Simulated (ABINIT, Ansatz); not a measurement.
# Er (P6_3/mmc): from the cell to the phonon bands, part 4 of 4

Aim: the phonon dispersion of Er (P6_3/mmc), checked by a second program.

ABINIT 10.8.3; DFT PBE, scalar-relativistic, plane waves, PseudoDojo norm-conserving, 4f in core pseudopotentials.

So far, highest frequency (cm⁻¹): step 7 (dispersion) 114.

## Step 9: A second program

A second program on the same cell, potentials, cutoff and meshes tests the implementation of the phonon response, not its convergence.

This step: DFT PBE, scalar-relativistic, plane waves, norm-conserving pseudopotentials, 4f in core (Ansatz 0.2.0).

The input, input.yaml:

```yaml
crystal:
  lattice:
    - [3.5635675627, 0.0, 0.0]
    - [-1.7817837813, 3.0861400374, 0.0]
    - [0.0, 0.0, 5.5650091132]
  atoms:
    - { symbol: Er, position: [0.3333333333, 0.6666666667, 0.25] }
    - { symbol: Er, position: [0.6666666667, 0.3333333333, 0.75] }
kpoints:
  mp_grid: { grid: [12, 12, 8] }
hamiltonian:
  xc: pbe
  pseudopotentials:
    kind: nc
    azcp: { Er: "pseudopotentials/pbe/nc/lanthanide_3plus/Er.nc.azcp" }
    accuracy: standard
scf:
  occupations: { method: gaussian, width: 0.27211 }
output:
  eigenvalues: true
basis:
  ecutwfc: 598.65
phonons:
  method: dfpt
  qmesh: [3, 3, 2]
  temperatures: { t_max: 1000, t_step: 50 }
  qpath:
    path:
      - [[0.0, 0.0, 0.0], [0.5, 0.0, 0.0], [0.33333333, 0.33333333, 0.0], [0.0, 0.0, 0.0], [0.0, 0.0, 0.5], [0.5, 0.0, 0.5], [0.33333333, 0.33333333, 0.5], [0.0, 0.0, 0.5]]
      - [[0.5, 0.0, 0.5], [0.5, 0.0, 0.0]]
      - [[0.33333333, 0.33333333, 0.5], [0.33333333, 0.33333333, 0.0]]
    npoints: 10
  electrical_resistivity: { temperatures: [77, 300], mesh: [24, 24, 16] }
```

The run is started by

```bash
$ ansatz run input.yaml --threads 16 --pin off --max-ram 32768MiB --backend cpu --events-out ev --progress --plain --runs-dir out
```

Numbers of over 12 decimals in the logs are rounded to 6 here.

The program printed:

```text
Warning: basis.ecutwfc = 598.65 eV is below the records' recommended 761.918815 eV, and the density's cutoff is lower with it unless basis.ecutrho_ratio is high enough to keep the records' density cutoff: compare with a run at a higher cutoff
Engine: ansatz 0.2.0, aarch64-unknown-linux-gnu
Pseudopotentials: kind: nc
Pseudopotential: Er, nc, valence charge 11, recommended cutoff 761.918815 eV (normal), <dir>
Functional definition: PBE
  parameter kappa = 0.804
  parameter beta = 0.066725
  exchange = pbe_x(kappa = kappa, mu = beta*pi^2/3)
  correlation = pbe_c(beta = beta)
Crystal: 2 atoms, lattice volume = 61.202 Å³
Basis set: ecut = 598.65 eV, 1997 PW (Γ), exchange–correlation on 60×60×96 points (8 copies of the dense FFT grid, shifted against one another)
Bands: 15, of which v1, the nominal top of the filled ones, is band 11 counted from 1 (10 counted from 0)
Symmetry: 24 space group operations
k-points: 95 of 1152
Non-local potential: Er, projectors of the file, l = 0: 2, l = 1: 2, l = 2: 2, l = 3: 1
Initial density: superposition of atomic densities (chi_scale 0.1, normalization cell)
Initial wavefunctions: pseudopotential atomic-orbital guess
Functional: x = pbe(κ = 0.804, μ = 0.219515), c = pbe(β = 0.066725)
SCF iter   1: F=—  HF=-2456.851370 eV  |F-HF|=—  |Δ(HF+E_count)|=         —  Δρ=1.35e-2  dr2=1.60e-1  ethr=3.10e-3  ⟨swp⟩=4.6  Hψ=6213  notcnv=0
preconditioner: auto → Kerker (q_TF=auto, 2.301 Å⁻¹)  [metal: Δε(μ)=0.024 eV  Ē_g=2.987 eV  σ=0.272 eV  W_gap=0.05  n_scr=10 (ndim 8)  ℏωp=11.6 eV  f_vac=0.000  D(μ)=3.38/eV (n_scr^D=34)]
SCF iter   2: F=—  HF=-2456.831714 eV  |F-HF|=—  |Δ(HF+E_count)|=   1.97e-2  Δρ=9.03e-3  dr2=7.14e-2  ethr=7.26e-4  ⟨swp⟩=1.0  Hψ=2185  notcnv=0
SCF iter   3: F=—  HF=-2456.818807 eV  |F-HF|=—  |Δ(HF+E_count)|=   1.29e-2  Δρ=1.27e-3  dr2=6.06e-4  ethr=3.24e-4  ⟨swp⟩=2.8  Hψ=2378  notcnv=0
SCF iter   4: F=—  HF=-2456.818679 eV  |F-HF|=—  |Δ(HF+E_count)|=   1.29e-4  Δρ=1.85e-4  dr2=1.01e-5  ethr=2.75e-6  ⟨swp⟩=2.6  Hψ=2496  notcnv=0
SCF iter   5: F=—  HF=-2456.818678 eV  |F-HF|=—  |Δ(HF+E_count)|=   7.25e-7  Δρ=4.28e-5  dr2=8.45e-7  ethr=4.59e-8  ⟨swp⟩=2.1  Hψ=2470  notcnv=0
SCF iter   6: F=—  HF=-2456.818678 eV  |F-HF|=—  |Δ(HF+E_count)|=   1.90e-7  Δρ=4.60e-6  dr2=8.06e-9  ethr=3.84e-9  ⟨swp⟩=1.9  Hψ=1892  notcnv=0
SCF iter   7: F=—  HF=-2456.818678 eV  |F-HF|=—  |Δ(HF+E_count)|=   4.00e-9  Δρ=6.42e-7  dr2=1.48e-10  ethr=3.67e-11  ⟨swp⟩=2.2  Hψ=2407  notcnv=0
SCF iter   8: F=-2456.818678 eV  HF=-2456.818678 eV  |F-HF|=2.27e-12  |Δ(HF+E_count)|=  4.18e-11  Δρ=1.33e-7  dr2=8.59e-12  ethr=1.00e-12  ⟨swp⟩=7.1  Hψ=7965  notcnv=0
SCF 1 converged in 8 iterations: F = -2456.818678 eV  dr2 = 8.59e-12
NSCF: frozen V_eff on 95 k-points
NSCF: frozen V_eff on 215 k-points
DFPT response loops at q = (0, 0, 0) (fractional): preconditioner auto → Kerker (q_TF=auto, 2.301 Å⁻¹) (partly filled bands, converged f_vac=0.000); β = 1.00, the filter's whole step (`scf.mixing.beta` (0.50) is not read by the response loops under this deck's `scf.mixing.preconditioner`; to damp them name `kerker` or `kerker_dos`, under which they read `scf.mixing.beta`, and type it under 1.00, their step now; both keys bind the ground state too); Broyden in place of MSR1
NSCF: frozen V_eff on 430 k-points
DFPT response loops at q = (0, 0, -0.5) (fractional): mixed as the last ones told, above
NSCF: frozen V_eff on 780 k-points
DFPT response loops at q = (0, 0.333333, 0) (fractional): mixed as the last ones told, above
NSCF: frozen V_eff on 780 k-points
DFPT response loops at q = (0, 0.333333, -0.5) (fractional): mixed as the last ones told, above
NSCF: frozen V_eff on 780 k-points
DFPT response loops at q = (0.333333, 0.333333, 0) (fractional): mixed as the last ones told, above
NSCF: frozen V_eff on 780 k-points
DFPT response loops at q = (0.333333, 0.333333, -0.5) (fractional): mixed as the last ones told, above
SCF iter   1: F=—  HF=-2456.851370 eV  |F-HF|=—  |Δ(HF+E_count)|=         —  Δρ=1.35e-2  dr2=1.60e-1  ethr=3.10e-3  ⟨swp⟩=4.6  Hψ=6213  notcnv=0
SCF iter   2: F=—  HF=-2456.831714 eV  |F-HF|=—  |Δ(HF+E_count)|=   1.97e-2  Δρ=9.03e-3  dr2=7.14e-2  ethr=7.26e-4  ⟨swp⟩=1.0  Hψ=2185  notcnv=0
SCF iter   3: F=—  HF=-2456.818807 eV  |F-HF|=—  |Δ(HF+E_count)|=   1.29e-2  Δρ=1.27e-3  dr2=6.06e-4  ethr=3.24e-4  ⟨swp⟩=2.8  Hψ=2378  notcnv=0
SCF iter   4: F=—  HF=-2456.818679 eV  |F-HF|=—  |Δ(HF+E_count)|=   1.29e-4  Δρ=1.85e-4  dr2=1.01e-5  ethr=2.75e-6  ⟨swp⟩=2.6  Hψ=2496  notcnv=0
SCF iter   5: F=—  HF=-2456.818678 eV  |F-HF|=—  |Δ(HF+E_count)|=   7.25e-7  Δρ=4.28e-5  dr2=8.45e-7  ethr=4.59e-8  ⟨swp⟩=2.1  Hψ=2470  notcnv=0
SCF iter   6: F=—  HF=-2456.818678 eV  |F-HF|=—  |Δ(HF+E_count)|=   1.90e-7  Δρ=4.60e-6  dr2=8.06e-9  ethr=3.84e-9  ⟨swp⟩=1.9  Hψ=1892  notcnv=0
SCF iter   7: F=—  HF=-2456.818678 eV  |F-HF|=—  |Δ(HF+E_count)|=   4.00e-9  Δρ=6.42e-7  dr2=1.48e-10  ethr=3.67e-11  ⟨swp⟩=2.2  Hψ=2407  notcnv=0
SCF iter   8: F=-2456.818678 eV  HF=-2456.818678 eV  |F-HF|=3.18e-12  |Δ(HF+E_count)|=  4.18e-11  Δρ=1.33e-7  dr2=8.62e-12  ethr=1.00e-12  ⟨swp⟩=3.0  Hψ=3861  notcnv=0
SCF 2 converged in 8 iterations: F = -2456.818678 eV  dr2 = 8.62e-12
NSCF: frozen V_eff on 95 k-points
NSCF: frozen V_eff on 95 k-points
[...]
SCF converged after 8 iterations
Free energy (F): -2456.818678 eV
Harris-Foulkes:  -2456.818678 eV  (|F-HF|=2.27e-12)
Internal energy: -2456.692482 eV  (E = F + TS)
E sigma→0 (E₀):  -2456.755580 eV
Entropy (-TS):   -0.126196 eV (-63.098 meV/atom)
Fermi energy:    10.181702 eV
--- Per-component energies (eV) ---
  E_band       = -283.546734
  E_kinetic    = 606.105706
  E_local      = -1168.979575  (includes V_loc(G=0)·N_el)
  E_nonlocal   = -11.733004
  E_hartree    = 352.553234
  E_xc         = -626.253868
  E_vxc        = -414.046342  (∫ρ·V_xc dr)
  E_ewald      = -1608.384974
  E_smearing   = -0.126196  (= −TS)
  E_closure    = 0.000000  (closes the sum)
  Σ components = -2456.818678   (vs F -2456.818678, Δ=0.00e0)
--- Band table (eV; the first three rows and the last of 95) ---
  k-point 0: bands = [... 7 lower, -14.1574, 4.7106, 7.9466, 11.1992, 12.1526, 12.1526, 12.5583, 12.8738]
  k-point 1: bands = [... 7 lower, -14.1850, 4.8267, 7.8551, 11.0932, 12.0816, 12.0816, 12.4396, 12.7666]
  k-point 2: bands = [... 7 lower, -14.2100, 5.1641, 7.5441, 10.9454, 11.9805, 11.9805, 12.1183, 12.5193]
  k-point 94: bands = [... 7 lower, -14.2685, 9.6094, 9.6094, 9.7652, 9.7652, 10.6659, 10.6659, 13.3247]
--- Phonons (Γ-DFPT): 2 representative perturbations + reference (Σ response iterations 8) ---
  ASR residual: 6.415e-5 → 0.000e0 eV/Å²; symmetrization residual: 1.512e-10 eV/Å²
  ASR residual per site (eV/Å²): 6.41e-5 6.41e-5
  Γ frequencies (cm⁻¹): 0.00 0.00 0.00 67.46 67.46 113.48
--- Phonons (arbitrary-q DFPT): 6 irreducible q on the 3×3×2 mesh ---
  q = [0.0000, 0.0000, 0.0000] (star 1, of the zone-centre solve; hermiticity 3.82e-11, symmetrization 1.91e-11): -0.00 -0.00 -0.00 67.46 67.46 113.48
  q = [0.0000, 0.0000, -0.5000] (star 1, 2 solved perturbations in 310 linear systems a pass and spin channel, the states on 215 of 1152 k-point pairs; hermiticity 4.32e-9, symmetrization 2.16e-9): 48.47 48.47 48.47 48.47 82.15 82.15
  q = [0.0000, 0.3333, 0.0000] (star 6, 3 solved perturbations on 390 of 1152 k-point pairs; hermiticity 1.66e-8, symmetrization 3.18e-10): 51.54 55.19 85.39 90.23 94.32 109.49
  q = [0.0000, 0.3333, -0.5000] (star 6, 3 solved perturbations on 390 of 1152 k-point pairs; hermiticity 3.81e-8, symmetrization 2.67e-10): 66.14 66.14 70.95 70.95 100.06 100.06
  q = [0.3333, 0.3333, 0.0000] (star 2, 2 solved perturbations in 545 linear systems a pass and spin channel, the states on 390 of 1152 k-point pairs; hermiticity 3.96e-9, symmetrization 1.98e-9): 81.43 81.43 85.16 85.16 95.58 102.26
  q = [0.3333, 0.3333, -0.5000] (star 2, 2 solved perturbations in 545 linear systems a pass and spin channel, the states on 390 of 1152 k-point pairs; hermiticity 2.40e-8, symmetrization 2.05e-9): 52.70 52.70 96.58 96.58 100.99 100.99
  sum rule: each row above includes the acoustic sum rule's correction from the zone centre's row sums; it moved no ω² by more than (0.32 cm⁻¹)²
  mesh force constants: q→R imaginary residual 0.00e0; ASR residual 6.415e-5 → 0.000e0 eV/Å²; symmetrization residual 4.441e-15 eV/Å²
  interpolated dispersion: 93 rows × 6 modes
  density of states and harmonic sums: on the 21×21×12 q-mesh, interpolated from the force constants of a 3×3×2 supercell (no non-analytic term)
  largest difference from the sums on the solved wave vectors: F 4.73e-2 eV, S 6.16e-5 and C_V 1.43e-5 eV/K
  zero-point energy: 0.029272 eV/cell   skipped modes (ω ≤ 0): 3   left out of the sums: 9.45e-5 of the cell's modes: C_V's classical limit lies that fraction below 3 k_B per atom; for a crystal, a wire or a layer, F and S can be off by more, and a phonons.interpolated_qmesh denser along its periods is the remedy for the sampling
--- Electrical resistivity: potentials and phonons of a 3×3×2 supercell ---
  scattering by harmonic phonons alone, with no dipole-dipole term; scattering by other electrons, impurities, surfaces and spin disorder is left out, and so is spin–orbit coupling
  the resistivity is that of a variational response, whose dependence on the energy is improved iteratively
  at the Fermi level of each mesh (of a tensor a third of its trace):
           mesh   spin    states/(eV spin)  plasma energy (eV)         λ      λ_tr    ħω_log (meV)
       24×24×16                     1.6922              4.2170    0.6037    0.6675           8.833
        12×12×8                     1.6405              4.1029    0.5837    0.6464           8.814
          6×6×4                     1.7132              3.7867    0.5972    0.6909           8.892
  resistivity on the deck's mesh, µΩ·cm:
     T (K)       trace/3  mesh converged            xx            yy            zz    lowest order   relaxation time
     77.00      1.0626e1              no      1.2854e1      1.2854e1      6.1685e0        1.1131e1          1.0007e1
    300.00      4.9384e1              no      5.9632e1      5.9632e1      2.8886e1        5.1117e1          4.6400e1
  mean free path at 77 K (of a tensor a third of its trace): 11.8 nm by what each carries, 10.6 by the Fermi surface alone
  Hall coefficient in a weak field at 77 K (a third of the trace): -8.212e-11 m³/C (as a tensor it moves by 7.5 % between the two finest meshes); by each state's relaxation time: -7.531e-11 m³/C; by a constant relaxation time: -7.026e-11 m³/C
  mean free path at 300 K (of a tensor a third of its trace): 2.52 nm by what each carries, 2.29 by the Fermi surface alone
  Hall coefficient in a weak field at 300 K (a third of the trace): -7.476e-11 m³/C (as a tensor it moves by 11.4 % between the two finest meshes); by each state's relaxation time: -6.972e-11 m³/C; by a constant relaxation time: -6.871e-11 m³/C
  the resistivity times a path that all electrons share, by the Fermi surface of the deck's mesh alone (a third of the trace): 1.139e-15 Ω·m²
  not converged in the mesh (λ; λ_tr; the resistivity at 77 K by 8.98 %; the resistivity at 300 K by 9.11 %): between neighbouring meshes, the two finest first, λ moves by 3.32 % and 2.32 %, λ_tr by 3.16 % and 10.27 % and the resistivity by up to 9.11 % and 42.10 %; an estimate, no bound, puts it up to 4.8e-8 % above the Boltzmann equation's exact value after up to 4 iterations (at most 30 are made, fewer where the estimate is under 1.0e-6 % of each spin channel's own resistivity)
  vibrations of 18 cells: unjudged by the run; compare a larger repeat
  the changes of the potential over all sites missed a rigid shift's by 0.00 % (the site terms' by 0.00 %)
  at the force constants' own smearing the fine mesh and the k-points of their solves give squared frequencies that differ by 0.5 % of the larger at the most, at (0, 0, 0)
```

The job ended after 2.7 min (16 threads of Arm Neoverse V1, shared host; peak memory 2.3 GiB).

This step gave:

| Quantity | Value |
| --- | --- |
| sum-rule residual before enforcement | 6.41e-5 eV/Å² |
| mean frequency | 78.7 cm⁻¹ |
| Debye temperature (second moment) | 151 K |
| logarithmic mean frequency | 75.6 cm⁻¹ |
| lowest optical zone-centre mode | 67.46 cm⁻¹ |
| lowest mode on the q mesh (acoustic ones at the zone centre apart) | 48.47 cm⁻¹ |
| zero-point energy per atom | 14.64 meV |

## Step 10: Side by side: ABINIT PseudoDojo and Ansatz, PseudoDojo

Worked out from the results:

- root-mean-square difference: 0.03 cm⁻¹
- largest difference: 0.05 cm⁻¹
- root-mean-square difference on the path: 0 cm⁻¹
- largest difference on the path: 0.1 cm⁻¹

The interpolated bands of the two lie on top of each other.

At the solved wavevectors the largest difference (acoustic modes at Γ apart) is 0.04 % of the highest mode.

## Step 11: Summary of results

- space group after relaxation: P6_3/mmc
- volume per atom: 30.6 Å³
- highest optical zone-centre mode (no LO-TO term): 113.5 cm⁻¹
- lowest optical zone-centre mode: 67.5 cm⁻¹
- q mesh: 3×3×2
- lowest mode on the q mesh (acoustic ones at the zone centre apart): 48.5 cm⁻¹
- zero-point energy per atom: 14.6 meV
- heat capacity at 300 K: 24.6 J/(mol atoms K)
- vibrational entropy at 300 K: 50.4 J/(mol atoms K)
- imaginary modes on the q mesh: none
- largest difference from Ansatz, PseudoDojo: 0.05 cm⁻¹

What this shows: Er (P6_3/mmc) is dynamically stable on the 3×3×2 mesh; its spectrum reaches 114 cm⁻¹. At the PBE level the optical modes of Er (P6_3/mmc) at the zone centre run from 67 to 113 cm⁻¹. Along axes with an odd number of divisions the mesh misses the zone-boundary points at one half, where instabilities often lie; those are only interpolated. The base run prints -1.1 GPa, mostly the error of a finite basis; the relaxation, with a smoothed and higher cutoff, had brought the cell to rest. ABINIT PseudoDojo and Ansatz, PseudoDojo agree to 0.05 cm⁻¹ (0.04 % of the highest mode compared) on all solved modes but the acoustic ones at Γ. These are harmonic frequencies at zero temperature: anharmonic shifts and linewidths and thermal expansion are left out. Spin-orbit coupling is left out, which can matter for the heavy elements here. In a metal the frequencies hang on the k mesh and the smearing, most of all near Kohn anomalies. The 4f electrons are frozen in the core as for a trivalent ion, so their moments and any magnetic order are left out. Ansatz warns that the cutoff lies 21 % under the one recommended for these files; agreement at one cutoff is not convergence. Electron-phonon sums were run after this but are left out, since no second program bore their λ out within 30 %; a λ that a log prints is not taken as a result.

[Host names and launcher messages were left out of these logs when they were recorded.]

[Logs are printed without paths, hosts, clocks, repeated set-up lines and the standing remarks that a program may print on its own settings, such as how far it seeks lower states.]

[Hosts, paths, dates, database ids (printed as entryN), source tags and the programs' standing remarks are cut or masked in the printed files.]
